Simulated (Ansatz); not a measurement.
**YAl2Fe3: relaxing a made-up structure**

Starting from a made-up structure for YAl2Fe3, the aim is the relaxed cell, its shortest contacts and, where a second run follows, its electronic structure.

Program: Ansatz 0.2.0. Level of theory: DFT, PBEsol, plane-wave PAW, files of the set soft_1, scalar-relativistic, ferromagnetic start, cell and ions relaxed at zero pressure; PAW set soft_1, in the first sound run; inputs show where later runs differ. Results are calculated unless marked as measured.

### 1. Set-up

The structure is hexagonal, space group P6/mmm (No. 191). Conventional cell: a = 5.174 Å, b = 5.174 Å, c = 4.120 Å, α = 90.00°, β = 90.00°, γ = 120.00°. Nearest to Y lie 6 Al at 2.99 Å and 12 Fe at 3.31 Å. Fe has 4 Al at 2.54 Å and 4 Fe at 2.59 Å and 4 Y at 3.31 Å nearest. Nearest to Al lie 6 Fe at 2.54 Å and 3 Al at 2.99 Å and 3 Y at 2.99 Å. Farther neighbours are not listed.

As a file:

```cif
data_structure
_symmetry_space_group_name_H-M 'P 1'
_symmetry_Int_Tables_number 1
_cell_length_a 5.1740
_cell_length_b 5.1740
_cell_length_c 4.1200
_cell_angle_alpha 90.000
_cell_angle_beta 90.000
_cell_angle_gamma 120.000
_cell_volume 95.52
loop_
_atom_site_label
_atom_site_type_symbol
_atom_site_fract_x
_atom_site_fract_y
_atom_site_fract_z
_atom_site_occupancy
Y1 Y 0.00000 0.00000 0.00000 1
Fe2 Fe 0.00000 0.50000 0.50000 1
Fe3 Fe 0.50000 0.50000 0.50000 1
Fe4 Fe 0.50000 0.00000 0.50000 1
Al5 Al 0.66667 0.33333 0.00000 1
Al6 Al 0.33333 0.66667 0.00000 1
```

### 2. Relaxing cell and atoms

The guessed cell has no reason to be at equilibrium. It is relaxed with the atoms, within the space group of the guess.

Input file input.yaml:

```yaml
crystal:
  lattice:
    - [5.174, 0.0, 0.0]
    - [-2.587, 4.480815439, 0.0]
    - [0.0, 0.0, 4.12]
  atoms:
    - { symbol: "Y", position: [0.0, 0.0, 0.0] }
    - { symbol: Fe, position: [0.0, 0.5, 0.5], spin: 3.0 }
    - { symbol: Fe, position: [0.5, 0.5, 0.5], spin: 3.0 }
    - { symbol: Fe, position: [0.5, 0.0, 0.5], spin: 3.0 }
    - { symbol: Al, position: [0.666666667, 0.333333333, 0.0] }
    - { symbol: Al, position: [0.333333333, 0.666666667, 0.0] }
magnetization:
  spin_polarized: true
kpoints:
  mp_grid: { grid: [6, 6, 7] }
scf:
  occupations: { method: fermi_dirac, width: 0.05 }
hamiltonian:
  xc: pbesol
  pseudopotentials: { kind: paw, azcp: { folder: soft_1 }, xc_functional: pbe }
relax:
  f_tol: 0.015
  max_steps: 70
  cell: {}
output:
  forces: true
  stress: true
```

Started as:

```
ansatz run input.yaml --threads 4 --pin off --max-ram 10240MiB --backend cpu --events-out ev --progress --plain --runs-dir out
```

Numbers of over 12 decimals in the logs are rounded to 6 here.

The log of the run:

```text
Engine: ansatz 0.2.0, x86_64-unknown-linux-gnu
Pseudopotentials: kind: paw
Pseudopotential: Y, paw, valence charge 11, recommended cutoff 420 eV (normal), soft_1/Y.paw.azcp
Pseudopotential: Fe, paw, valence charge 16, recommended cutoff 420 eV (normal), soft_1/Fe.paw.azcp
Pseudopotential: Al, paw, valence charge 3, recommended cutoff 420 eV (normal), soft_1/Al.paw.azcp
Functional definition: PBEsol
  exchange = pbesol_x
  correlation = pbesol_c
Crystal: 6 atoms, lattice volume = 95.517 Å³
Basis set: ecut = 420 eV, 1867 PW (Γ), exchange–correlation on 72×72×60 points (8 copies of the dense FFT grid, shifted against one another)
Bands: 45, of which v1, the nominal top of the filled ones, is band 33 counted from 1 (32 counted from 0)
Symmetry: 24 space group operations
Space group: P6/mmm (ITA 191), of the structure as read, at distance tolerance 4.6e-5 Å
Magnetic group: BNS 191.233 (UNI 1463), of the structure as read, at distance tolerance 4.6e-5 Å
k-points: 28 of 252
Non-local potential: Y, projectors of the file, l = 0: 3, l = 1: 2, l = 2: 2, l = 3: 1
Non-local potential: Fe, projectors of the file, l = 0: 3, l = 1: 2, l = 2: 3, l = 3: 1
Non-local potential: Al, projectors of the file, l = 0: 2, l = 1: 2, l = 2: 1
PAW form: soft (Blöchl's): semilocal exchange-correlation on the pseudo side does not see the compensation charge
PAW frozen core: Y, regenerated for the run's functional, and the local potential with it (the file was generated under x = pbe(κ = 0.804, μ = 0.219515), c = pbe(β = 0.066725))
PAW frozen core: Fe, regenerated for the run's functional, and the local potential with it (the file was generated under x = pbe(κ = 0.804, μ = 0.219515), c = pbe(β = 0.066725))
PAW frozen core: Al, regenerated for the run's functional, and the local potential with it (the file was generated under x = pbe(κ = 0.804, μ = 0.219515), c = pbe(β = 0.066725))
PAW one-centre angular grid: Y, 590 points (default); XC on 64 Gauss nodes
PAW one-centre angular grid: Fe, 590 points (default); XC on 64 Gauss nodes
PAW one-centre angular grid: Al, 110 points (default); XC on 64 Gauss nodes
Initial density: superposition of atomic densities (chi_scale 0.1, normalization cell, long waves kept (reshape's long-wave potential 0.00 eV rms))
Starting moments: Σ|m| = 9 μB on 3 of 6 sites
Initial wavefunctions: pseudopotential atomic-orbital guess
Functional: x = pbesol(κ = 0.804, μ = 0.123457), c = pbesol(β = 0.046)
SCF iter   1: F=—  HF=-18193.585995 eV  |F-HF|=—  |Δ(HF+E_count)|=         —  Δρ=7.13e-2 (↑7.13e-2 ↓4.47e-2)  dr2=9.57e0  dr2_m=4.26e-1  M=6.830 μB ∫|m|=8.453 μB  β_m=0.30  ethr=3.10e-3  ⟨swp⟩=6.4  Hψ=9545  notcnv=0  defer=3
Mixer restart at iter 1: flushing history
preconditioner: auto → Kerker (q_TF=auto, 2.559 Å⁻¹)  [metal: Δε(μ)=0.037 eV  Ē_g=8.878 eV  σ=0.050 eV  W_gap=0.18  n_scr=26 (ndim 8)  ℏωp=23.7 eV  f_vac=0.000  D(μ)=4.39/eV (n_scr^D=44)]
spin=Collinear: Kerker preconditioning applied to the charge; magnetization (m = ρ↑ − ρ↓) channel mixes plain (no charge-response kernel on spin).
SCF iter   2: F=—  HF=-18190.284787 eV  |F-HF|=—  |Δ(HF+E_count)|=    3.30e0  Δρ=1.81e-2 (↑1.81e-2 ↓1.72e-2)  dr2=5.38e-1  dr2_m=1.46e-1  M=6.824 μB ∫|m|=8.383 μB  β_m=0.33  ethr=3.10e-3  ⟨swp⟩=2.6  Hψ=4987  notcnv=0  defer=214
SCF iter   3: F=—  HF=-18190.747981 eV  |F-HF|=—  |Δ(HF+E_count)|=   4.63e-1  Δρ=1.63e-2 (↑1.08e-2 ↓1.63e-2)  dr2=4.20e-1  dr2_m=1.09e-1  M=6.642 μB ∫|m|=8.182 μB  β_m=0.66  ethr=8.27e-4  ⟨swp⟩=2.0  Hψ=3196  notcnv=0  defer=220
SCF iter   4: F=—  HF=-18191.817652 eV  |F-HF|=—  |Δ(HF+E_count)|=    1.07e0  Δρ=1.94e-2 (↑5.86e-3 ↓1.94e-2)  dr2=7.91e-1  dr2_m=6.78e-2  M=6.156 μB ∫|m|=7.763 μB  β_m=0.22  ethr=6.46e-4  ⟨swp⟩=2.4  Hψ=3759  notcnv=0  defer=219
SCF iter   5: F=—  HF=-18192.063977 eV  |F-HF|=—  |Δ(HF+E_count)|=   2.46e-1  Δρ=1.15e-2 (↑1.15e-2 ↓6.67e-3)  dr2=1.20e-1  dr2_m=4.99e-2  M=5.926 μB ∫|m|=7.601 μB  β_m=0.63  ethr=6.46e-4  ⟨swp⟩=2.5  Hψ=3996  notcnv=0  defer=220
SCF iter   6: F=—  HF=-18192.202179 eV  |F-HF|=—  |Δ(HF+E_count)|=         —  Δρ=8.50e-3 (↑8.50e-3 ↓6.58e-3)  dr2=9.79e-3  dr2_m=4.81e-2  M=5.370 μB ∫|m|=7.034 μB  β_m=0.63  ethr=1.84e-4  ⟨swp⟩=2.6  Hψ=4235  notcnv=0  defer=190
Mixer restart at iter 6: flushing history
SCF iter   7: F=—  HF=-18192.203090 eV  |F-HF|=—  |Δ(HF+E_count)|=   9.11e-4  Δρ=4.68e-3 (↑2.58e-3 ↓4.68e-3)  dr2=1.24e-2  dr2_m=1.10e-2  M=5.343 μB ∫|m|=6.990 μB  β_m=0.82  ethr=1.51e-5  ⟨swp⟩=1.5  Hψ=3219  notcnv=0  defer=189
SCF iter   8: F=—  HF=-18192.211178 eV  |F-HF|=—  |Δ(HF+E_count)|=   8.09e-3  Δρ=4.80e-3 (↑4.80e-3 ↓1.18e-3)  dr2=1.89e-2  dr2_m=3.55e-3  M=5.303 μB ∫|m|=6.941 μB  β_m=0.69  ethr=1.51e-5  ⟨swp⟩=2.1  Hψ=4732  notcnv=0  defer=189
SCF iter   9: F=—  HF=-18192.204758 eV  |F-HF|=—  |Δ(HF+E_count)|=   6.42e-3  Δρ=4.60e-4 (↑3.01e-4 ↓4.60e-4)  dr2=1.26e-3  dr2_m=1.93e-5  M=5.305 μB ∫|m|=6.935 μB  β_m=0.72  ethr=1.51e-5  ⟨swp⟩=2.0  Hψ=4696  notcnv=0  defer=189
SCF iter  10: F=—  HF=-18192.204541 eV  |F-HF|=—  |Δ(HF+E_count)|=   2.17e-4  Δρ=3.74e-4 (↑2.48e-4 ↓3.74e-4)  dr2=2.69e-4  dr2_m=5.78e-6  M=5.305 μB ∫|m|=6.939 μB  β_m=0.86  ethr=1.94e-6  ⟨swp⟩=2.0  Hψ=3213  notcnv=0  defer=189
SCF iter  11: F=—  HF=-18192.204677 eV  |F-HF|=—  |Δ(HF+E_count)|=   1.36e-4  Δρ=1.07e-4 (↑8.03e-5 ↓1.07e-4)  dr2=2.29e-5  dr2_m=5.08e-7  M=5.308 μB ∫|m|=6.943 μB  β_m=0.92  ethr=4.13e-7  ⟨swp⟩=2.0  Hψ=3304  notcnv=0  defer=189
SCF iter  12: F=—  HF=-18192.204702 eV  |F-HF|=—  |Δ(HF+E_count)|=   2.50e-5  Δρ=3.46e-5 (↑2.09e-5 ↓3.46e-5)  dr2=2.42e-6  dr2_m=1.62e-7  M=5.309 μB ∫|m|=6.946 μB  β_m=0.96  ethr=3.52e-8  ⟨swp⟩=2.4  Hψ=3928  notcnv=0  defer=189
SCF iter  13: F=—  HF=-18192.204703 eV  |F-HF|=—  |Δ(HF+E_count)|=   1.12e-6  Δρ=5.05e-6 (↑5.05e-6 ↓4.66e-6)  dr2=1.62e-7  dr2_m=2.65e-9  M=5.309 μB ∫|m|=6.947 μB  β_m=0.98  ethr=3.72e-9  ⟨swp⟩=2.4  Hψ=3856  notcnv=0  defer=189
SCF iter  14: F=-18192.204703 eV  HF=-18192.204703 eV  |F-HF|=6.96e-8  |Δ(HF+E_count)|=   2.84e-8  Δρ=4.46e-6 (↑3.45e-6 ↓4.46e-6)  dr2=8.01e-8  dr2_m=5.46e-10  M=5.309 μB ∫|m|=6.947 μB  ethr=1.54e-10  ⟨swp⟩=2.4  Hψ=8018  notcnv=0
SCF 1 converged in 14 iterations: F = -18192.204703 eV  dr2 = 8.01e-8
  greatest PAW one-centre occupation: 1.001 electrons in one spin orbital (limit 2), on the Fe atom at site 3 (counted from 0), in its partial waves of l = 1
relax step   1: F+E_penalty+E_count = -18192.20470298 eV  Δ(F+E_penalty+E_count) = +0.000e0 eV  max|allowed force component| = 3.161e-17 eV/Å  Δτ_max = 0.0000 Å  P = -7.508 GPa  Ω = 95.517 Å³  (14 SCF iters, dr2 threshold 1.00e-7 eV, accepted)
[...]
SCF 3 converged in 9 iterations: F = -18192.378196 eV  dr2 = 1.12e-8
relax step   3: F+E_penalty+E_count = -18192.37819572 eV  Δ(F+E_penalty+E_count) = -1.480e-2 eV  max|allowed force component| = 4.626e-17 eV/Å  Δτ_max = 0.0000 Å  P = +0.196 GPa  Ω = 89.004 Å³  energy of the carried Pulay correction = +2.417e-3 eV  (9 SCF iters, dr2 threshold 6.00e-7 eV, accepted)
[...]
relax step   4: F+E_penalty+E_count = -18192.37856919 eV  Δ(F+E_penalty+E_count) = -3.735e-4 eV  max|allowed force component| = 1.850e-17 eV/Å  Δτ_max = 0.0000 Å  P = +0.005 GPa  Ω = 89.138 Å³  energy of the carried Pulay correction = +2.366e-3 eV  (8 SCF iters, dr2 threshold 3.52e-7 eV, accepted)
Basis set: ecut = 420 eV, 1783 PW (Γ), exchange–correlation on 72×72×54 points (8 copies of the dense FFT grid, shifted against one another)
Initial wavefunctions: pseudopotential atomic-orbital guess (no wavefunctions were taken with the density)
iter 1 solved again at ethr=7.93e-8 eV; its pass at ethr=3.10e-3 eV (dr2=5.16e-5 eV) is discarded
SCF iter   1: F=—  HF=-18192.376237 eV  |F-HF|=—  |Δ(HF+E_count)|=         —  Δρ=1.59e-4 (↑8.28e-5 ↓1.59e-4)  dr2=4.58e-5  dr2_m=1.47e-6  M=4.835 μB ∫|m|=6.277 μB  β_m=0.65  ethr=7.93e-8  ⟨swp⟩=3.1  Hψ=16107  notcnv=0
preconditioner: auto → none  [metal: Δε(μ)=0.014 eV  Ē_g=8.780 eV  σ=0.050 eV  W_gap=0.07  n_scr=8 (ndim 8)  ℏωp=24.6 eV  f_vac=0.000  D(μ)=5.15/eV (n_scr^D=46)]
SCF iter   2: F=—  HF=-18192.376218 eV  |F-HF|=—  |Δ(HF+E_count)|=   1.84e-5  Δρ=1.78e-4 (↑1.78e-4 ↓5.60e-5)  dr2=4.95e-5  dr2_m=3.85e-6  M=4.837 μB ∫|m|=6.278 μB  β_m=0.37  ethr=7.04e-8  ⟨swp⟩=2.0  Hψ=3471  notcnv=0
SCF iter   3: F=—  HF=-18192.376223 eV  |F-HF|=—  |Δ(HF+E_count)|=   4.77e-6  Δρ=4.48e-5 (↑2.62e-5 ↓4.48e-5)  dr2=2.11e-6  dr2_m=1.15e-7  M=4.835 μB ∫|m|=6.277 μB  β_m=0.42  ethr=7.04e-8  ⟨swp⟩=2.2  Hψ=3647  notcnv=0
SCF iter   4: F=—  HF=-18192.376225 eV  |F-HF|=—  |Δ(HF+E_count)|=   2.06e-6  Δρ=1.29e-5 (↑7.52e-6 ↓1.29e-5)  dr2=3.22e-7  dr2_m=2.54e-8  M=4.835 μB ∫|m|=6.276 μB  β_m=0.53  ethr=3.25e-9  ⟨swp⟩=1.0  Hψ=2524  notcnv=0
SCF iter   5: F=—  HF=-18192.376228 eV  |F-HF|=—  |Δ(HF+E_count)|=   3.00e-6  Δρ=1.83e-5 (↑9.68e-6 ↓1.83e-5)  dr2=3.00e-7  dr2_m=1.39e-7  M=4.834 μB ∫|m|=6.276 μB  β_m=0.77  ethr=4.95e-10  ⟨swp⟩=2.4  Hψ=4201  notcnv=0
SCF iter   6: F=—  HF=-18192.376231 eV  |F-HF|=—  |Δ(HF+E_count)|=   2.57e-6  Δρ=1.48e-5 (↑1.30e-5 ↓1.48e-5)  dr2=7.39e-8  dr2_m=1.51e-7  M=4.834 μB ∫|m|=6.275 μB  β_m=0.88  ethr=4.61e-10  ⟨swp⟩=2.2  Hψ=4269  notcnv=0
SCF iter   7: F=—  HF=-18192.376231 eV  |F-HF|=—  |Δ(HF+E_count)|=   3.67e-7  Δρ=1.37e-5 (↑1.30e-5 ↓1.37e-5)  dr2=7.90e-7  dr2_m=1.72e-9  M=4.832 μB ∫|m|=6.273 μB  β_m=0.73  ethr=1.14e-10  ⟨swp⟩=3.0  Hψ=5315  notcnv=0  recentre
SCF iter   8: F=—  HF=-18192.376232 eV  |F-HF|=—  |Δ(HF+E_count)|=   5.95e-7  Δρ=2.46e-6 (↑2.46e-6 ↓2.19e-6)  dr2=2.16e-8  dr2_m=1.31e-10  M=4.833 μB ∫|m|=6.274 μB  β_m=0.76  ethr=1.14e-10  ⟨swp⟩=3.0  Hψ=4973  notcnv=0
SCF iter   9: F=—  HF=-18192.376232 eV  |F-HF|=—  |Δ(HF+E_count)|=   3.57e-8  Δρ=5.41e-7 (↑5.41e-7 ↓4.46e-7)  dr2=8.74e-10  dr2_m=2.36e-11  M=4.833 μB ∫|m|=6.274 μB  β_m=0.88  ethr=3.32e-11  ⟨swp⟩=2.4  Hψ=4008  notcnv=0
SCF iter  10: F=—  HF=-18192.376232 eV  |F-HF|=—  |Δ(HF+E_count)|=   1.79e-9  Δρ=1.59e-7 (↑3.01e-8 ↓1.59e-7)  dr2=1.47e-11  dr2_m=6.20e-12  M=4.833 μB ∫|m|=6.274 μB  β_m=0.84  ethr=1.34e-12  ⟨swp⟩=2.1  Hψ=4319  notcnv=0
SCF iter  11: F=—  HF=-18192.376232 eV  |F-HF|=—  |Δ(HF+E_count)|=  7.28e-12  Δρ=1.02e-7 (↑1.02e-7 ↓6.85e-8)  dr2=2.06e-11  dr2_m=4.36e-13  M=4.833 μB ∫|m|=6.274 μB  β_m=0.72  ethr=1.00e-12  ⟨swp⟩=2.0  Hψ=3060  notcnv=0
SCF iter  12: F=—  HF=-18192.376232 eV  |F-HF|=—  |Δ(HF+E_count)|=  1.46e-11  Δρ=3.90e-8 (↑3.90e-8 ↓2.57e-8)  dr2=2.92e-12  dr2_m=9.45e-14  M=4.833 μB ∫|m|=6.274 μB  β_m=0.86  ethr=1.00e-12  ⟨swp⟩=1.0  Hψ=2520  notcnv=0
SCF iter  13: F=-18192.376232 eV  HF=-18192.376232 eV  |F-HF|=2.55e-11  |Δ(HF+E_count)|=  1.46e-11  Δρ=9.56e-8 (↑5.53e-8 ↓9.56e-8)  dr2=2.39e-11  dr2_m=4.53e-13  M=4.833 μB ∫|m|=6.274 μB  ethr=1.00e-12  ⟨swp⟩=2.0  Hψ=6433  notcnv=0
SCF 5 converged in 13 iterations: F = -18192.376232 eV  dr2 = 2.39e-11
relax step   5: F+E_penalty+E_count = -18192.37623173 eV  Δ(F+E_penalty+E_count) = +2.337e-3 eV  max|allowed force component| = 9.252e-18 eV/Å  Δτ_max = 0.0000 Å  P = +0.007 GPa  Ω = 89.138 Å³  stress off target by 1.88e-2 GPa  SCF on the basis re-selected at this cell (its energy is not comparable with the rows above)  (13 SCF iters)
basis re-selected at this cell: Δ(F+E_penalty+E_count) = +2.337e-3 eV, ΔP = +0.002 GPa vs the last step (what re-selecting the basis moved, of the pressure what is left beyond the Pulay correction that the steps carried, after the strain that the cell walked since its last selection, with what the two solves' SCF thresholds leave and, on support functions, any second-order correction that the steps lacked; it is no measure of the basis error at this ecutwfc). The dense FFT grid was sized anew with the basis: this SCF ran on 36×36×27 points, the steps before it on 36×36×30, so part of this shift can come from that change (see relax.cell in the input reference). [rest of the remark cut]
SCF converged after 13 iterations
Magnetization: 4.8328 μB (34.9164 up, 30.0836 down)
Absolute magnetization: 6.2741 μB (∫|ρ↑−ρ↓|, with the PAW one-centre terms)
Spin contamination: 0.3763 ħ² per cell (⟨S²⟩ above its minimum at these occupations)
Per-site moments (μB) at R_I (Å): [(-0.175004, 1.212883), (1.822835, 1.018673), (1.822835, 1.018673), (1.822835, 1.018673), (-0.059840, 1.018673), (-0.059840, 1.018673)]
Free energy (F): -18192.376232 eV
Harris-Foulkes:  -18192.376232 eV  (|F-HF|=2.55e-11)
Internal energy: -18192.334991 eV  (E = F + TS)
E sigma→0 (E₀):  -18192.355612 eV
Entropy (-TS):   -0.041240 eV (-6.873 meV/atom)
Fermi energy:    13.062848 eV
--- Per-component energies (eV) ---
  E_band       = -911.565321
  E_kinetic    = 1362.995786
  E_local      = -9501.119546  (includes V_loc(G=0)·N_el)
  E_nonlocal   = 920.508158
  E_hartree    = 4009.606340
  E_xc         = -585.812484
  E_vxc        = -694.039386  (∫ρ·V_xc dr)
  E_paw        = -7729.301785  (= ΣΔE_a)
  E_vpaw       = -1019.120581  (= ΣTr[D̂ρ^β])
  E_aug_tail   = -0.003013  (compensation charges beyond the density's cutoff)
  E_ewald      = -6669.933104
  E_core_change = 0.724657  (= ΣΔE_core)
  E_smearing   = -0.041240  (= −TS)
  E_closure    = -0.000000  (closes the sum)
  Σ components = -18192.376232   (vs F -18192.376232, Δ=0.00e0)
--- Forces (eV/Å), atoms counted from 1 ---
  atom   1  Y      0.00000000     0.00000000     0.00000000
  atom   2  Fe     0.00000000    -0.00000000     0.00000000
  atom   3  Fe     0.00000000     0.00000000     0.00000000
  atom   4  Fe     0.00000000     0.00000000     0.00000000
  atom   5  Al     0.00000000    -0.00000000     0.00000000
  atom   6  Al     0.00000000     0.00000000     0.00000000
  max |Σ_I F_I| component: 1.39e-17 eV/Å
--- Stress (GPa, compression-positive) ---
        0.018839       0.000000       0.000000
        0.000000       0.018839       0.000000
        0.000000       0.000000      -0.017124
  P = ⅓ Tr σ = 0.0069 GPa (0.069 kbar)
--- Relaxed structure (4 steps of the walk, 4 accepted, 1 SCFs on fresh bases) ---
  F+E_penalty+E_count = -18192.37623173 eV   max|allowed force component| = 9.252e-18 eV/Å   (the final SCF, on the basis selected at the relaxed cell)
  cell:  # Å, volume = 89.1375 Å³
    - [5.092788, 0.0, 0.0]
    - [-2.546394, 4.410484, 0.0]
    - [0.0, 0.0, 3.968430]
  atoms:
    - { symbol: Y, position: [0, 0, 0.0] }
    - { symbol: Fe, position: [0.0, 0.5, 0.5] }
    - { symbol: Fe, position: [0.5, 0.5, 0.5] }
    - { symbol: Fe, position: [0.5, 0, 0.5] }
    - { symbol: Al, position: [0.666667, 0.333333, 0.0] }
    - { symbol: Al, position: [0.333333, 0.666667, 0.0] }
```

Wall time 18 s (4 threads of AMD EPYC 7B13 (Zen 3), shared host); peak memory 0.62 GiB.

Relaxation path:

| step | energy less that of the first step (eV) | largest force component (eV/Å) | pressure (GPa) | volume (Å³) |
| --- | --- | --- | --- | --- |
| 1 | 0.0000 | 0.0000 | -7.51 | 95.52 |
| 2 | -0.1587 | 0.0000 | -1.10 | 89.97 |
| 3 | -0.1735 | 0.0000 | 0.20 | 89.00 |
| 4 | -0.1739 | 0.0000 | 0.00 | 89.14 |
| 5* | -0.1715 | 0.0000 | 0.01 | 89.14 |

Relaxation steps marked * repeat the geometry before them on a plane-wave basis chosen anew for their cell, so energy and pressure can jump there.

The run keeps the 24 symmetry operations that it works with, so distortions that break them were not tested.

| conventional cell, symmetrised | before | after | change |
| --- | --- | --- | --- |
| a (Å) | 5.174 | 5.093 | -1.6 % |
| b (Å) | 5.174 | 5.093 | -1.6 % |
| c (Å) | 4.120 | 3.968 | -3.7 % |
| volume (Å³/atom) | 15.92 | 14.86 | -6.7 % |

Final coordinates:

```xyz
6
Lattice="5.0928 0.0000 0.0000 -2.5464 4.4105 0.0000 0.0000 0.0000 3.9684" Properties=species:S:1:pos:R:3 pbc="T T T"
Y     0.0000    0.0000    0.0000
Fe   -1.2732    2.2052    1.9842
Fe    1.2732    2.2052    1.9842
Fe    2.5464    0.0000    1.9842
Al    2.5464    1.4702    0.0000
Al    0.0000    2.9403    0.0000
```

This step gave:

| Property | Result |
| --- | --- |
| free energy | -18192.3762 eV |
| energy at zero smearing | -18192.3556 eV |
| smearing term TS | 0.04124 eV |
| Fermi energy | 13.06 eV |
| magnetization | 4.833 μB |
| absolute magnetization | 6.274 μB |
| site moments | -0.1750, 1.823, 1.823, 1.823, -0.05984, -0.05984 μB |
| electrons | 65 |
| symmetry operations | 24 |
| pressure | 0.006851 GPa |

Site moment by atom:

| atom | site moment (μB) |
| --- | --- |
| Y1 | -0.18 |
| Fe2 | 1.82 |
| Fe3 | 1.82 |
| Fe4 | 1.82 |
| Al5 | -0.06 |
| Al6 | -0.06 |

The shortest distance of each pair, which need not be the same contact before and after:

| pair | guess (Å) | relaxed (Å) |
| --- | --- | --- |
| Al–Fe | 2.544 | 2.470 |
| Fe–Fe | 2.587 | 2.546 |
| Al–Y | 2.987 | 2.940 |
| Al–Al | 2.987 | 2.940 |
| Fe–Y | 3.307 | 3.228 |

The relaxation ends with a pressure of 0.01 GPa.

[end of part 1 of 2]

[Logs are printed without paths, hosts, clocks, repeated set-up lines and the standing remarks that a program may print on its own settings, such as how far it seeks lower states.]

[Hosts, paths, dates, database ids (printed as entryN), source tags and the programs' standing remarks are cut or masked in the printed files.]
